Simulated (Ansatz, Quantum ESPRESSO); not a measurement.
**Si3Mo (Pm-3m): zone-centre phonons**

Aim: the zone-centre modes of Si3Mo (Pm-3m).

Program: Quantum ESPRESSO 7.5. Level of theory: DFT PBE, scalar-relativistic, plane waves, SPMS norm-conserving pseudopotentials. Results are calculated unless marked as measured.

The structure was built from a prototype and need not be the compound's stable phase.

### Step 1. Set-up

It takes space group Pm-3m (No. 221, cubic). Conventional cell: a = 3.875 Å, b = 3.875 Å, c = 3.875 Å, α = 90.00°, β = 90.00°, γ = 90.00°. Mo has 12 Si at 2.74 Å nearest. Nearest to Si lie 4 Mo at 2.74 Å and 8 Si at 2.74 Å. Farther neighbours are not listed.

### Step 2. A first look

Before anything dear is run, a loose run with smearing shows whether this is a metal and how far the cell is from rest.

Input file probe.in:

```
 &control
    calculation='scf',
    prefix='x',
    outdir='./tmp',
    pseudo_dir='./pseudo',
    tprnfor=.true.,
    tstress=.true.,
    verbosity='high',
 /
 &system
    ibrav=0,
    nat=4,
    ntyp=2,
    ecutwfc=60.0,
    occupations='smearing',
    smearing='gaussian',
    degauss=0.01,
 /
 &electrons
    conv_thr=1.0d-07,
    mixing_beta=0.7,
    electron_maxstep=100,
 /
ATOMIC_SPECIES
 Mo     95.9500  Mo.upf
 Si     28.0850  Si.upf
CELL_PARAMETERS angstrom
     3.874788060    0.000000000    0.000000000
     0.000000000    3.874788060    0.000000000
     0.000000000    0.000000000    3.874788060
ATOMIC_POSITIONS crystal
 Mo     0.000000000   0.000000000   0.000000000
 Si     0.000000000   0.500000000   0.500000000
 Si     0.500000000   0.000000000   0.500000000
 Si     0.500000000   0.500000000   0.000000000
K_POINTS automatic
 6 6 6 0 0 0
```

Run with:

```bash
> OMP_NUM_THREADS=1 mpirun -n 4 pw.x -nk 4 -in probe.in > probe.out
```

Log:

```text
[banners, grids, parts of the stress and lines that vanish by symmetry left out]
Program PWSCF v.7.5
     Message from routine setup:
     using ibrav=0 with symmetry is DISCOURAGED, use correct ibrav instead
[...]
kinetic-energy cutoff     =      60.0000  Ry
     charge density cutoff     =     240.0000  Ry
     scf convergence threshold =      1.0E-07
[...]
Exchange-correlation= PBE
                           (   1   4   3   4   0   0   0)
[...]
48 Sym. Ops., with inversion, found
[...]
(     0          1          0      )
                  (     0          0          1      )
[...]
(  0.0000000  1.0000000  0.0000000 )
                  (  0.0000000  0.0000000  1.0000000 )
[...]
(     0         -1          0      )
                  (     0          0          1      )
[...]
(     1          0          0      )
[...]
( -1.0000000  0.0000000  0.0000000 )
                  (  0.0000000  1.0000000  0.0000000 )
[...]
number of k points=    20  Gaussian smearing, width (Ry)=  0.0100
[...]
End of self-consistent calculation
[...]
the Fermi energy is    13.9040 ev
!    total energy              =    -165.36398684 Ry
[...]
convergence has been achieved in   8 iterations
[...]
atom    1 type  1   force =     0.00000000    0.00000000    0.00000000
     atom    2 type  2   force =     0.00000000    0.00000000    0.00000000
     atom    3 type  2   force =     0.00000000    0.00000000    0.00000000
     atom    4 type  2   force =     0.00000000    0.00000000    0.00000000
[...]
Total force =     0.000000     Total SCF correction =     0.000000
[...]
total   stress  (Ry/bohr**3)                   (kbar)     P=      -60.23
[...]
XML data file, charge density, pseudopotentials, collected wavefunctions

   JOB DONE.
```

The job ended after 5.3 s (4 MPI ranks of Arm Neoverse V1, shared host).

Read from the output:

* volume per atom: 14.54 Å³
* pressure: -6.023 GPa
* gap on the k-mesh: 0 eV

No gap opens on this mesh, so smearing is kept; the start stands at -6.0 GPa.

### Step 3. Relaxing the cell and atoms

The harmonic expansion starts where the forces on the atoms vanish, and stress shifts the frequencies, so cell and atoms are relaxed with tight thresholds.

Input file relax.in:

```
 &control
    calculation='vc-relax',
    prefix='x',
    outdir='./tmp',
    pseudo_dir='./pseudo',
    tprnfor=.true.,
    tstress=.true.,
    forc_conv_thr=2.0d-05,
    etot_conv_thr=1.0d-07,
    nstep=40,
 /
 &system
    ibrav=0,
    nat=4,
    ntyp=2,
    ecutwfc=60.0,
    occupations='smearing',
    smearing='mv',
    degauss=0.02,
 /
 &electrons
    conv_thr=1.0d-11,
    mixing_beta=0.7,
    electron_maxstep=100,
 /
 &ions
 /
 &cell
    press_conv_thr=0.2,
 /
ATOMIC_SPECIES
 Mo     95.9500  Mo.upf
 Si     28.0850  Si.upf
CELL_PARAMETERS angstrom
     3.874788060    0.000000000    0.000000000
     0.000000000    3.874788060    0.000000000
     0.000000000    0.000000000    3.874788060
ATOMIC_POSITIONS crystal
 Mo     0.000000000   0.000000000   0.000000000
 Si     0.000000000   0.500000000   0.500000000
 Si     0.500000000   0.000000000   0.500000000
 Si     0.500000000   0.500000000   0.000000000
K_POINTS automatic
 8 8 8 0 0 0
```

Run with:

```bash
> OMP_NUM_THREADS=1 mpirun -n 4 pw.x -nk 4 -in relax.in > relax.out
```

Log:

```text
[banners, grids, parts of the stress and lines that vanish by symmetry left out]
[banner, memory and clock lines left out]
Program PWSCF v.7.5

[...]
kinetic-energy cutoff     =      60.0000  Ry
     charge density cutoff     =     240.0000  Ry
     scf convergence threshold =      1.0E-11
[...]
energy convergence thresh.=      1.0E-07
     force convergence thresh. =      2.0E-05
     press convergence thresh. =      2.0E-01
     Exchange-correlation= PBE
                           (   1   4   3   4   0   0   0)
[...]
48 Sym. Ops., with inversion, found
[...]
number of k points=    35  Marzari-Vanderbilt smearing, width (Ry)=  0.0200
[...]
End of self-consistent calculation
[...]
the Fermi energy is    13.9368 ev
!    total energy              =    -165.36219436 Ry
[...]
convergence has been achieved in  11 iterations
[...]
atom    1 type  1   force =     0.00000000    0.00000000    0.00000000
     atom    2 type  2   force =     0.00000000    0.00000000    0.00000000
     atom    3 type  2   force =     0.00000000    0.00000000    0.00000000
     atom    4 type  2   force =     0.00000000    0.00000000    0.00000000
     Total force =     0.000000     Total SCF correction =     0.000000
[...]
total   stress  (Ry/bohr**3)                   (kbar)     P=      -59.84
[...]
number of bfgs steps    =   0
[...]
CELL_PARAMETERS (angstrom)
[...]
ATOMIC_POSITIONS (crystal)
Mo               0.0000000000        0.0000000000        0.0000000000
Si               0.0000000000        0.5000000000        0.5000000000
Si               0.5000000000        0.0000000000        0.5000000000
Si               0.5000000000        0.5000000000        0.0000000000
[...]
New effective cutoffs (rho, wfc):  244.25   61.23
[...]
End of self-consistent calculation
[...]
the Fermi energy is    14.4766 ev
!    total energy              =    -165.36547891 Ry
[...]
convergence has been achieved in   8 iterations
[...]
atom    1 type  1   force =     0.00000000    0.00000000    0.00000000
     atom    2 type  2   force =     0.00000000    0.00000000    0.00000000
     atom    3 type  2   force =     0.00000000    0.00000000    0.00000000
     atom    4 type  2   force =     0.00000000    0.00000000    0.00000000
     Total force =     0.000000     Total SCF correction =     0.000000
[...]
total   stress  (Ry/bohr**3)                   (kbar)     P=      -20.48
[...]
number of bfgs steps    =   1
[...]
CELL_PARAMETERS (angstrom)
[...]
ATOMIC_POSITIONS (crystal)
[...]
New effective cutoffs (rho, wfc):  246.80   61.87
[...]
End of self-consistent calculation
[...]
the Fermi energy is    14.7573 ev
!    total energy              =    -165.36585760 Ry
[...]
convergence has been achieved in  11 iterations
[...]
atom    1 type  1   force =     0.00000000    0.00000000    0.00000000
     atom    2 type  2   force =     0.00000000    0.00000000    0.00000000
     atom    3 type  2   force =     0.00000000    0.00000000    0.00000000
     atom    4 type  2   force =     0.00000000    0.00000000    0.00000000
     Total force =     0.000000     Total SCF correction =     0.000000
[...]
total   stress  (Ry/bohr**3)                   (kbar)     P=        1.90
[...]
number of bfgs steps    =   2
[...]
CELL_PARAMETERS (angstrom)
[...]
ATOMIC_POSITIONS (crystal)
[...]
New effective cutoffs (rho, wfc):  246.58   61.81
[...]
End of self-consistent calculation
[...]
the Fermi energy is    14.7335 ev
!    total energy              =    -165.36586068 Ry
[...]
convergence has been achieved in   8 iterations
[...]
atom    1 type  1   force =     0.00000000    0.00000000    0.00000000
     atom    2 type  2   force =     0.00000000    0.00000000    0.00000000
     atom    3 type  2   force =     0.00000000    0.00000000    0.00000000
     atom    4 type  2   force =     0.00000000    0.00000000    0.00000000
     Total force =     0.000000     Total SCF correction =     0.000000
[...]
total   stress  (Ry/bohr**3)                   (kbar)     P=       -0.05
[...]
number of bfgs steps    =   3
[...]
small trust_radius: resetting bfgs history
[...]
CELL_PARAMETERS (angstrom)
[...]
ATOMIC_POSITIONS (crystal)
[...]
New effective cutoffs (rho, wfc):  246.59   61.81
[...]
End of self-consistent calculation
[...]
the Fermi energy is    14.7340 ev
!    total energy              =    -165.36586068 Ry
[...]
convergence has been achieved in   5 iterations
[...]
atom    1 type  1   force =     0.00000000    0.00000000    0.00000000
     atom    2 type  2   force =     0.00000000    0.00000000    0.00000000
     atom    3 type  2   force =     0.00000000    0.00000000    0.00000000
     atom    4 type  2   force =     0.00000000    0.00000000    0.00000000
     Total force =     0.000000     Total SCF correction =     0.000000
[...]
total   stress  (Ry/bohr**3)                   (kbar)     P=       -0.01
[...]
bfgs converged in   5 scf cycles and   4 bfgs steps
[...]
End of BFGS Geometry Optimization
     Final enthalpy           =    -165.3658606817 Ry
     File ./tmp/x.bfgs deleted, as requested
[...]
CELL_PARAMETERS (angstrom)
[...]
ATOMIC_POSITIONS (crystal)
[...]
Si               0.5000000000        0.0000000000        0.5000000000
Si               0.5000000000        0.5000000000        0.0000000000
[...]
Final scf calculation at the relaxed structure.
[...]
kinetic-energy cutoff     =      60.0000  Ry
     charge density cutoff     =     240.0000  Ry
     scf convergence threshold =      1.0E-13
[...]
press convergence thresh. =      2.0E-01
     Exchange-correlation= PBE
                           (   1   4   3   4   0   0   0)
[...]
48 Sym. Ops., with inversion, found
[...]
number of k points=    35  Marzari-Vanderbilt smearing, width (Ry)=  0.0200
[...]
c_bands:  2 eigenvalues not converged
     c_bands:  1 eigenvalues not converged
     c_bands:  1 eigenvalues not converged
[...]
End of self-consistent calculation
[...]
the Fermi energy is    14.7340 ev
!    total energy              =    -165.36585685 Ry
[...]
convergence has been achieved in  13 iterations
[...]
atom    1 type  1   force =     0.00000000    0.00000000    0.00000000
     atom    2 type  2   force =     0.00000000    0.00000000    0.00000000
     atom    3 type  2   force =     0.00000000    0.00000000    0.00000000
     atom    4 type  2   force =     0.00000000    0.00000000    0.00000000
     Total force =     0.000000     Total SCF correction =     0.000000
[...]
total   stress  (Ry/bohr**3)                   (kbar)     P=       -0.02
[...]
XML data file, charge density, pseudopotentials, collected wavefunctions
```

Run time: 52 s. Hardware: 4 MPI ranks.

The steps of the relaxation:

| step | energy less that of the first step (eV) | largest force (eV/Å) | pressure (GPa) | volume (Å³) |
| --- | --- | --- | --- | --- |
| 1 | 0.0000 | 0.0000 | -5.98 | 58.18 |
| 2 | -0.0447 | 0.0000 | -2.05 | 56.42 |
| 3 | -0.0498 | 0.0000 | 0.19 | 55.55 |
| 4 | -0.0499 | 0.0000 | -0.01 | 55.62 |
| 5 | -0.0499 | 0.0000 | 0.00 | 55.62 |
| 6 | -0.0498 | 0.0000 | 0.00 | 55.62 |

| conventional cell, symmetrised | before | after | change |
| --- | --- | --- | --- |
| a (Å) | 3.875 | 3.817 | -1.5 % |
| b (Å) | 3.875 | 3.817 | -1.5 % |
| c (Å) | 3.875 | 3.817 | -1.5 % |
| volume (Å³/atom) | 14.54 | 13.90 | -4.4 % |

The last row of the table of steps is pw.x's closing run on a basis chosen anew for the final cell, so its energy can jump.

Read from the output:

| Property | Result |
| --- | --- |
| volume per atom | 13.90 Å³ |
| pressure | -0.002 GPa |

The volume changes by -4.4 % from the cell with which this run began.

### Step 4. Ground state

The response is built on this ground state, so it is converged far tighter than an energy would need. Smearing stays on, as the first look found no gap above 0.3 eV.

Input file scf.in:

```
 &control
    calculation='scf',
    prefix='x',
    outdir='./tmp',
    pseudo_dir='./pseudo',
    tprnfor=.true.,
    tstress=.true.,
 /
 &system
    ibrav=0,
    nat=4,
    ntyp=2,
    ecutwfc=60.0,
    occupations='smearing',
    smearing='mv',
    degauss=0.02,
 /
 &electrons
    conv_thr=1.0d-12,
    mixing_beta=0.7,
    electron_maxstep=100,
 /
ATOMIC_SPECIES
 Mo     95.9500  Mo.upf
 Si     28.0850  Si.upf
CELL_PARAMETERS angstrom
     3.817144273    0.000000000    0.000000000
     0.000000000    3.817144273    0.000000000
     0.000000000    0.000000000    3.817144273
ATOMIC_POSITIONS crystal
 Mo     0.000000000   0.000000000   0.000000000
 Si     0.000000000   0.500000000   0.500000000
 Si     0.500000000   0.000000000   0.500000000
 Si     0.500000000   0.500000000   0.000000000
K_POINTS automatic
 8 8 8 0 0 0
```

Run with:

```bash
> OMP_NUM_THREADS=1 mpirun -n 4 pw.x -nk 4 -in scf.in > scf.out
```

Log:

```text
[banners, grids, parts of the stress and lines that vanish by symmetry left out]
[banner, memory and clock lines left out]
Program PWSCF v.7.5

[...]
kinetic-energy cutoff     =      60.0000  Ry
     charge density cutoff     =     240.0000  Ry
     scf convergence threshold =      1.0E-12
[...]
Exchange-correlation= PBE
                           (   1   4   3   4   0   0   0)
[...]
48 Sym. Ops., with inversion, found
[...]
number of k points=    35  Marzari-Vanderbilt smearing, width (Ry)=  0.0200
[...]
End of self-consistent calculation
[...]
the Fermi energy is    14.7340 ev
!    total energy              =    -165.36585685 Ry
[...]
convergence has been achieved in  13 iterations
[...]
atom    1 type  1   force =     0.00000000    0.00000000    0.00000000
     atom    2 type  2   force =     0.00000000    0.00000000    0.00000000
     atom    3 type  2   force =     0.00000000    0.00000000    0.00000000
     atom    4 type  2   force =     0.00000000    0.00000000    0.00000000
     Total force =     0.000000     Total SCF correction =     0.000000
[...]
total   stress  (Ry/bohr**3)                   (kbar)     P=       -0.02
[...]
XML data file, charge density, pseudopotentials, collected wavefunctions
```

Elapsed: 11 s, on 4 MPI ranks.

The cell stands at -0.002 GPa, close enough for phonons.

(Part 1 of 3 ends here.)

[Host names and launcher messages were left out of these logs when they were recorded.]

[Logs are printed without paths, hosts, clocks, repeated set-up lines and the standing remarks that a program may print on its own settings, such as how far it seeks lower states.]

[Hosts, paths, dates, database ids (printed as entryN), source tags and the programs' standing remarks are cut or masked in the printed files.]
